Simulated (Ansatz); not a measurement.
## V_Cs in CsLi2Br3 (Immm): charge-transition levels and formation energies

Wanted: the transition levels of a vacancy in CsLi2Br3 (Immm), from a cell of 72 host atoms with 1 Cs taken out.

Main program and level: Ansatz 0.2.0; place-levels on PBEsol runs: charge-transition levels and formation energies with image-charge correction and potential alignment at the atomic sites.

## 1. Set-up

The cell holds 71 atoms: 11 Cs, 24 Li and 36 Br. Cell: a = 13.853 Å, b = 11.980 Å, c = 13.179 Å, α = 90.0°, β = 90.0°, γ = 67.3°. It derives from CsLi2Br3 (space group Immm). Nearest the centre at fractional (0.583, 0.250, 0.500): Br44 at 3.60 Å, Br46 at 3.60 Å, Br70 at 3.60 Å, Br68 at 3.60 Å, Br61 at 3.69 Å, Br37 at 3.69 Å, Br41 at 3.69 Å, Br65 at 3.69 Å.

The host's dielectric constants go in as inputs: (3.11, 3.22, 3.04) for the electrons alone, (6.58, 24.18, 6.70) with the ions, from a response run on this crystal (DFPT, PBEsol) at that run's own cell.

The cell's shortest repeat is 12.0 Å.

## 2. Charge states

Levels follow from differences of total energies between charge states, each relaxed by itself.

Each atom starts 0.05 Å or so off its site in a random direction: a symmetric start keeps its symmetry, and would miss off-centre moves and Jahn–Teller distortions. Forces are taken at one point at (¼, ¼, ¼). The cell holds 1 electron more than the neutral one, with a uniform background that keeps it neutral on the whole.

The sampling was tested on the host first: at the k-points planned (1x1x1 shifted 0.25 0.25 0.25) its energy lies 0.002 eV an atom from the dense-mesh value, under the bound of 0.02 eV set for this test; that bounds the host's error, not the defect's.

One state's input; the others differ in charge, spin, start and seed, and in occupations where the table says so.

File qm1.relax/input.yaml:

```yaml
crystal:
  lattice:
    - [13.85313979, 0.0, 0.0]
    - [4.61771326, 11.05374873, 0.0]
    - [0.0, 0.0, 13.17917308]
  atoms:
    - { symbol: Cs, position: [0.0, 0.5, 0.0] }
    - { symbol: Cs, position: [0.08333333, 0.75, 0.5] }
[... 1 atom line left out ...]
    - { symbol: Cs, position: [0.25, 0.25, 0.5] }
[... 23 atom lines left out ...]
    - { symbol: Li, position: [0.33333333, 0.5, 0.30795831] }
[... 1 atom line left out ...]
    - { symbol: Li, position: [0.5, 0.0, 0.30795831] }
    - { symbol: Li, position: [0.58333333, 0.25, 0.80795831] }
    - { symbol: Li, position: [0.33333333, 0.5, 0.69204169] }
[... 1 atom line left out ...]
    - { symbol: Li, position: [0.5, 0.0, 0.69204169] }
    - { symbol: Li, position: [0.58333333, 0.25, 0.19204169] }
[... 1 atom line left out ...]
    - { symbol: Br, position: [0.41666667, 0.25, 0.28187158] }
[... 3 atom lines left out ...]
    - { symbol: Br, position: [0.41666667, 0.25, 0.71812842] }
[... 2 atom lines left out ...]
    - { symbol: Br, position: [0.33333333, 0.5, 0.5] }
[... 1 atom line left out ...]
    - { symbol: Br, position: [0.5, 0.0, 0.5] }
[... 4 atom lines left out ...]
    - { symbol: Cs, position: [0.91666667, 0.25, 0.5] }
    - { symbol: Li, position: [0.66666667, 0.5, 0.30795831] }
[... 1 atom line left out ...]
    - { symbol: Li, position: [0.83333333, 0.0, 0.30795831] }
[... 1 atom line left out ...]
    - { symbol: Li, position: [0.66666667, 0.5, 0.69204169] }
[... 1 atom line left out ...]
    - { symbol: Li, position: [0.83333333, 0.0, 0.69204169] }
[... 2 atom lines left out ...]
    - { symbol: Br, position: [0.75, 0.25, 0.28187158] }
[... 3 atom lines left out ...]
    - { symbol: Br, position: [0.75, 0.25, 0.71812842] }
[... 2 atom lines left out ...]
    - { symbol: Br, position: [0.66666667, 0.5, 0.5] }
[... 1 atom line left out ...]
    - { symbol: Br, position: [0.83333333, 0.0, 0.5] }
    - { symbol: Br, position: [0.91666667, 0.25, 0.0] }
  host:
    repeats: [3, 1, 1]
    atoms:
      - { symbol: Cs, position: [0.0, 0.5, 0.0] }
      - { symbol: Cs, position: [0.25, 0.75, 0.5] }
      # ... 22 more atoms of the perfect host
total_charge: -1
basis:
  ecutwfc: 420
  xc_grid: 2
hamiltonian:
  xc: pbesol
kpoints:
  mp_grid: { grid: [1, 1, 1], shift: [0.25, 0.25, 0.25] }
scf:
  occupations: { method: fixed }
  max_iter: 100
output:
  forces: true
  charged_corrections:
    epsilon: [3.11, 3.22, 3.04]
    static_epsilon: [6.58, 24.18, 6.7]
    defect_position: [0.583333, 0.25, 0.5]
relax:
  f_tol: 0.02
  max_steps: 80
  random_displacement: { amplitude: 0.05, seed: 6555 }
checkpoint:
  write: "../qm1.relax.run"
  compress: false
  write_wavefunctions: true
  write_every: 100000
```

Launch:

```console
$ ansatz run input.yaml --threads 4 --pin off --max-ram 14131MiB --backend cpu --events-out ev --progress --plain --runs-dir out
```

Defect states can disperse in a cell of this size, so the energy is taken again at a 2×2×2 shifted mesh, on the relaxed structure.

The run of this state that the levels use, under PBEsol:

File qm1.point/input.yaml:

```yaml
crystal:
  checkpoint: "../qm1.relax.run"
  host: checkpoint
total_charge: -1
basis:
  ecutwfc: 420
  xc_grid: 2
hamiltonian:
  xc: pbesol
kpoints:
  mp_grid: { grid: [2, 2, 2], shift: [0.5, 0.5, 0.5] }
scf:
  occupations: { method: fermi_dirac, width: 0.01 }
  max_iter: 100
output:
  forces: true
  eigenvalues: true
  charged_corrections:
    epsilon: [3.11, 3.22, 3.04]
    static_epsilon: [6.58, 24.18, 6.7]
    defect_position: [0.583333, 0.25, 0.5]
  eigenstates: { localisation: true }
  populations: true
  band_densities: [{ bands: [v1, v1] }, { bands: [c1, c1] }]
  write_density: true
  write_potential: true
  volumetric_format: npy
  elf: true
checkpoint:
  read: "../qm1.relax.run"
  write: "../qm1.point.run"
  compress: false
  write_wavefunctions: false
  write_every: 100000
```

Relaxations under PBEsol at one point at (¼, ¼, ¼); times on 4 threads of Arm Neoverse V2, shared host:

```tsv
charge	moment (μB)	occupations	outcome	steps	largest displacement against the far atoms (Å)	time
−1	0	fixed	converged	4	0.13	87 s
0	1	fixed	converged	4	0.14	4 min
+1	0	fixed	converged	4	0.16	2.1 min
+1	2	fixed	converged	4	0.13	4.9 min
```

Single points under PBEsol at a 2×2×2 shifted mesh; times on 4 threads of Arm Neoverse V2, shared host:

```tsv
charge	moment (μB)	occupations	outcome	time
−1	0	fermi-dirac	converged	2.9 min
0	1	fermi-dirac	converged	6.8 min
+1	0	fermi-dirac	converged	4.1 min
+1	2	fermi-dirac	converged	7.8 min
```

Distances (Å) from the ideal centre to the nearest atoms after relaxation with PBEsol:

```tsv
charge	moment (μB)	1.	2.	3.	4.	5.	6.
−1	0	Br 3.66	Br 3.66	Br 3.70	Br 3.71	Br 3.76	Br 3.76
0	1	Br 3.66	Br 3.67	Br 3.67	Br 3.68	Br 3.74	Br 3.75
+1	0	Br 3.66	Br 3.66	Br 3.66	Br 3.67	Br 3.76	Br 3.77
+1	2	Br 3.66	Br 3.66	Br 3.67	Br 3.67	Br 3.79	Br 3.80
```

## 3. Levels against the band edges, PBEsol

A charged cell interacts with its images and the background, and its potential has another zero than the host's. place-levels removes the first by a point-charge model, screened by the static dielectric constant since the ions have relaxed around the charge, and the second by comparing potentials at atoms far from the defect.

The host is a run of the defect-free crystal in the same cutoffs, grids and k-points, so that basis and sampling errors cancel in part in the differences. Its band edges come from a run of the primitive cell that searches the zone for them. The host is run in a cell of 24 atoms on a matching mesh. Chemical potentials are energies per atom of Cs (bcc), run with the same functional and cutoff.

File levels.point.yaml:

```yaml
host:
  run: host.point.run
  levels_from: { run: edges.point.run }
states: [qm1.point.run, q0_M1.point.run, qp1.point.run, qp1_M2.point.run]
geometry_from:
  qm1.point.run: qm1.relax.run
  q0_M1.point.run: q0_M1.relax.run
  qp1.point.run: qp1.relax.run
  qp1_M2.point.run: qp1_M2.relax.run
  host.point.run: host.relax.run
chemical_potentials:
  Cs:
    energy: -5585.796162
    dataset: <sha256 of the dataset>
epsilon: [3.11, 3.22, 3.04]
static_epsilon: [6.58, 24.18, 6.7]
vertical:
  - { from: qm1.point.run, to: qm1.point_neutral.run }
  - { from: qp1.point.run, to: qp1.point_neutral.run }
  - { from: qp1_M2.point.run, to: qp1_M2.point_neutral.run }
```

Launch:

```console
$ ansatz place-levels levels.point.yaml -- --threads 4 --pin off --max-ram 14131MiB
```

Numbers of over 12 decimals in the logs are rounded to 6 here.

The log of the run:

```text
[... repeated set-up lines and file paths are left out, and long positions are rounded to six places ...]
(+1/0) 0.000 eV above the valence edge (-0.185 eV without the band-filling correction), 4.314 eV under the conduction edge
(0/-1) 0.009 eV above the valence edge, 4.305 eV under the conduction edge
formation energy of charge +1: +4.769 eV with the Fermi level at the valence edge
formation energy of charge 0: +4.769 eV with the Fermi level at the valence edge
formation energy of charge -1: +4.777 eV with the Fermi level at the valence edge
vertical -1 to 0: no energy, since no alignment is typed
  the change from vertical[0].from (qm1.point.run) to vertical[0].to (qm1.point_neutral.run): by its potential at epsilon [3.11, 3.22, 3.04] it stands at 0.585 0.751 0.498, with an rms radius of about 8.2 Å (5.0 4.6 4.6 Å across the planes of the cell's [...]
vertical +1 to 0: no energy, since no alignment is typed
  the change from vertical[1].from (qp1.point.run) to vertical[1].to (qp1.point_neutral.run): by its potential at epsilon [3.11, 3.22, 3.04] it stands at 0.586 0.740 0.511, with an rms radius of about 8.7 Å (5.1 5.2 4.8 Å across the planes of the cell's [...]
vertical +1 to 0: no energy, since no alignment is typed
  the change from vertical[2].from (qp1_M2.point.run) to vertical[2].to (qp1_M2.point_neutral.run): by its potential at epsilon [3.11, 3.22, 3.04] it stands at 0.580 0.745 0.508, with an rms radius of about 7.9 Å (4.8 4.4 4.5 Å across the planes of the cell's [...]
  edges by pbesol of host.levels_from (edges.point.run), its mesh sampled to repeats of 36.94 Å (the valence edge +0.099 eV and the conduction edge -0.350 eV from those of the host's own run), gap 4.314 eV; the host is sampled to repeats of 28.81 Å
  the defect's cells are sampled to repeats of 28.81 Å, like sampling
  charge +1: -164943.7239 eV with its correction of -0.245 eV, at epsilon [6.58, 24.18, 6.7], aligned at sites: -0.3885 eV, mean over 45 atomic sites at or beyond 5.99 Å from the defect at [0.5833, 0.2500, 0.5000], with +0.000000 for the charge's moments and [...]
  states[2] (qp1.point.run): levels filled in part (TS 0.018 eV): its energy is of no whole electron's
  charge 0: +0.000 eV for its dipole among its images, +0.000 omitted
  states[1] (q0_M1.point.run): levels filled in part (TS 0.008 eV): its energy is of no whole electron's
  charge -1: -164939.3560 eV with its correction of +0.381 eV, at epsilon [6.58, 24.18, 6.7], aligned at sites: -0.2373 eV, mean over 45 atomic sites at or beyond 5.99 Å from the defect at [0.5833, 0.2500, 0.5000], with -0.008068 for the charge's moments and [...]
  charge +1: states[3] (qp1_M2.point.run) stands 0.023 eV higher, with a moment of 2.00 μB against 0.00
  states[3] (qp1_M2.point.run): levels filled in part (TS 0.015 eV): its energy is of no whole electron's
  of states[2] (qp1.point.run): it parts from the run at its places by a charge that spreads by about 5.2 Å along one vector (1.9 Å or more is wide), by its potential at epsilon [3.11, 3.22, 3.04], taken for that of held ions (one typed too small widens it), [...]
  of states[1] (q0_M1.point.run): its displacements don't fall off away from the defect: farther atoms stand 0.02 Å off the host's places. [...]
  of states[0] (qm1.point.run): it parts from the run at its places by a charge that spreads by about 4.6 Å along one vector (1.9 Å or more is wide), by its potential at epsilon [3.11, 3.22, 3.04], taken for that of held ions (one typed too small widens it), [...]
  of states[3] (qp1_M2.point.run): it parts from the run at its places by a charge that spreads by about 4.4 Å along one vector (1.9 Å or more is wide), by its potential at epsilon [3.11, 3.22, 3.04], taken for that of held ions (one typed too small widens [...]
  of vertical[0].from (qm1.point.run): its displacements don't fall off away from the defect: farther atoms stand 0.024 Å off the host's places. [...]
  vertical[0].to (qm1.point_neutral.run): levels filled in part (TS 0.008 eV): its energy is of no whole electron's
  of vertical[0].to (qm1.point_neutral.run): its displacements don't fall off away from the defect: farther atoms stand 0.024 Å off the host's places. [...]
  vertical[1].from (qp1.point.run): levels filled in part (TS 0.018 eV): its energy is of no whole electron's
  of vertical[1].from (qp1.point.run): its displacements don't fall off away from the defect: farther atoms stand 0.035 Å off the host's places. [...]
  vertical[1].to (qp1.point_neutral.run): levels filled in part (TS 0.007 eV): its energy is of no whole electron's
  of vertical[1].to (qp1.point_neutral.run): its displacements don't fall off away from the defect: farther atoms stand 0.035 Å off the host's places. [...]
  vertical[2].from (qp1_M2.point.run): levels filled in part (TS 0.015 eV): its energy is of no whole electron's
  of vertical[2].from (qp1_M2.point.run): its displacements don't fall off away from the defect: farther atoms stand 0.037 Å off the host's places. [...]
  vertical[2].to (qp1_M2.point_neutral.run): levels filled in part (TS 0.005 eV): its energy is of no whole electron's
  of vertical[2].to (qp1_M2.point_neutral.run): its displacements don't fall off away from the defect: farther atoms stand 0.037 Å off the host's places. [...]
```

The job ended after 0.41 s (4 threads of Arm Neoverse V2, shared host).

Levels between the charges placed, in eV above the valence top:

```tsv
	gap (eV)	(+1/0)	(0/−1)
PBEsol	4.31	0.00	0.01
```

Corrections by state:

```tsv
charge	moment (μB)	image terms and alignment (eV)	band filling (eV)	ε used	over the lowest of its charge, as the program ranks them, band filling apart (eV)
+1	0.0	-0.245	-0.185	principal values (6.58, 6.70, 24.18)	0.000
0	1.0	0.000	-	-	0.000
−1	0.0	0.381	-	principal values (6.58, 6.70, 24.18)	0.000
+1	2.0	-0.235	-	principal values (6.58, 6.70, 24.18)	0.023
```

The charged structures listed were also run neutral, and place-levels reads from each pair, by the potential or the spins, how wide the charge is by which they differ; that can be the carrier of either run.

```tsv
charge	rms radius (Å)	spread where it is widest against the cell (Å)	wide from (Å)	reading
+1	8.7	5.25	1.91	wide
−1	8.2	4.63	1.91	wide
```

The neutral runs of these pairs need not share the spin of the lowest neutral state, and very wide values only mean spread over the cell.

From the program's caveats on the states, each cut to its opening words:

- charge +1: it parts from the run at its places by a charge that spreads by about 5.2 Å along one vector (1.9 Å or more is wide), by its potential at epsilon [3.11, 3.22, [...]
- charge +1: a band-filling correction moves a carrier to the host's band edge, which changes its energy by -0.185 eV
- charge +1: its displacements don't fall off away from the defect: farther atoms stand 0.035 Å off the host's places
- charge 0 (1 μB): its displacements don't fall off away from the defect: farther atoms stand 0.02 Å off the host's places
- charge 0 (1 μB), +1 (2 μB): its moments are held at its close (magnetization.spin_locking), by a field of 0.010 eV a Bohr magneton, and its energy and levels are of the state that this [...]
- charge −1: it parts from the run at its places by a charge that spreads by about 4.6 Å along one vector (1.9 Å or more is wide), by its potential at epsilon [3.11, 3.22, [...]
- charge −1: its displacements don't fall off away from the defect: farther atoms stand 0.024 Å off the host's places
- charge +1 (2 μB): it parts from the run at its places by a charge that spreads by about 4.4 Å along one vector (1.9 Å or more is wide), by its potential at epsilon [3.11, 3.22, [...]
- charge +1 (2 μB): its displacements don't fall off away from the defect: farther atoms stand 0.037 Å off the host's places

Chemical potentials of the elements' reference phases, run alike. Formation energies (elemental references), with the Fermi level at the valence top and at the conduction bottom (gap 4.31 eV):

```tsv
charge	at valence top (eV)	at conduction bottom (eV)	correction included (eV)
+1	4.77	9.08	-0.43
0	4.77	4.77	0.00
−1	4.78	0.46	0.38
```

```tsv
Fermi level (eV)	lowest formation energy (eV)
0.00	4.77
0.39	4.39
0.78	3.99
1.18	3.60
1.57	3.21
1.96	2.82
2.35	2.42
2.75	2.03
3.14	1.64
3.53	1.25
3.92	0.86
4.31	0.46
```

## 4. Effect of the sampling

The relaxations' own energies give the levels at their sampling, for comparison.

File levels.relax_mesh.yaml:

```yaml
host:
  run: host.relax.run
  levels_from: { run: edges.relax.run }
states: [qm1.relax.run, q0_M1.relax.run, qp1.relax.run, qp1_M2.relax.run]
chemical_potentials:
  Cs:
    energy: -5585.796162
    dataset: <sha256 of the dataset>
```

Launch:

```console
$ ansatz place-levels levels.relax_mesh.yaml -- --threads 4 --pin off --max-ram 14131MiB
```

The log of the run:

```text
[...]
(0/-1) 0.029 eV above the valence edge, 4.284 eV under the conduction edge
formation energy of charge +1: +4.735 eV with the Fermi level at the valence edge
formation energy of charge 0: +4.735 eV with the Fermi level at the valence edge
formation energy of charge -1: +4.764 eV with the Fermi level at the valence edge
  edges by pbesol of host.levels_from (edges.relax.run), its mesh sampled to repeats of 36.94 Å (the valence edge +0.098 eV and the conduction edge -0.350 eV from those of the host's own run), gap 4.314 eV; the host is sampled to repeats of 14.40 Å
[... the lines on each state left out ...]
```

The job ended after 0.14 s (4 threads).

Levels between neighbouring charges, in eV above the valence top:

```tsv
	gap (eV)	(+1/0)	(0/−1)
one point at (¼, ¼, ¼)	4.31	0.00	0.03
a 2×2×2 shifted mesh	4.31	0.00	0.01
```

Going from one point at (¼, ¼, ¼) to a 2×2×2 shifted mesh moves the levels that carry no band-filling term by up to 0.02 eV and formation energies against the elements by up to 0.03 eV; band-filling terms, which differ between samplings, are in these energies.

## 5. Summary of results

```yaml
gap_of_the_host: 4.31 eV (PBEsol)
level_plus_1_over_0: 0.00 eV above the valence top (-0.19 eV above the valence top without the band-filling term)
level_0_minus_1: 0.01 eV above the valence top
lowest_of_the_charges_placed_just_above_the_valence_top_0p02_ev: −1
lowest_of_the_charges_placed_just_below_the_conduction_bottom_0p02_ev: −1
lowest_formation_energy_at_mid_gap_of_the_charges_run_elemental_references: 2.62 eV
```

**Reading.** Of the charges placed (−1, 0 and +1), −1 is the lowest from 0.02 eV above the valence top to 0.02 eV below the conduction bottom, a gap of 4.31 eV. (0/−1) lies 0.01 eV from a band edge, less than the doubt on such levels. Charges below −1 were not placed, so these runs say nothing of levels that involve them. States placed: +1 at 0 μB and 2 μB; 0 at 1 μB; −1 at 0 μB. Other spin states or structures, where not listed, weren't placed. The program finds carriers beyond a band edge of the host and adds a band-filling term at charge +1 (-0.19 eV); steps to such a charge show no bound level, and a defect level inside a band would be read the same way. Going from one point at (¼, ¼, ¼) to a 2×2×2 shifted mesh moves the levels that carry no band-filling term by up to 0.02 eV and formation energies against the elements by up to 0.03 eV; band-filling terms, which differ between samplings, are in these energies. What this leaves open: PBEsol makes the gap too small and tends to spread out bound carriers; spin–orbit coupling, which can matter with heavy atoms, is left out.

[Logs are printed without paths, hosts, clocks, repeated set-up lines and the standing remarks that a program may print on its own settings, such as how far it seeks lower states.]

[Hosts, paths, dates, database ids (printed as entryN), source tags and the programs' standing remarks are cut or masked in the printed files.]

[Where a table of states has a column of steps, it counts the stored structures, which are thinned; the runs took as many ionic steps or more.]

[A defect's name tells the site on which it was built; relaxed atoms can leave that site.]

[For some hosts the program warned that the k-mesh of the response run may be too coarse for force constants and the static dielectric constant; such warnings are not shown here.]
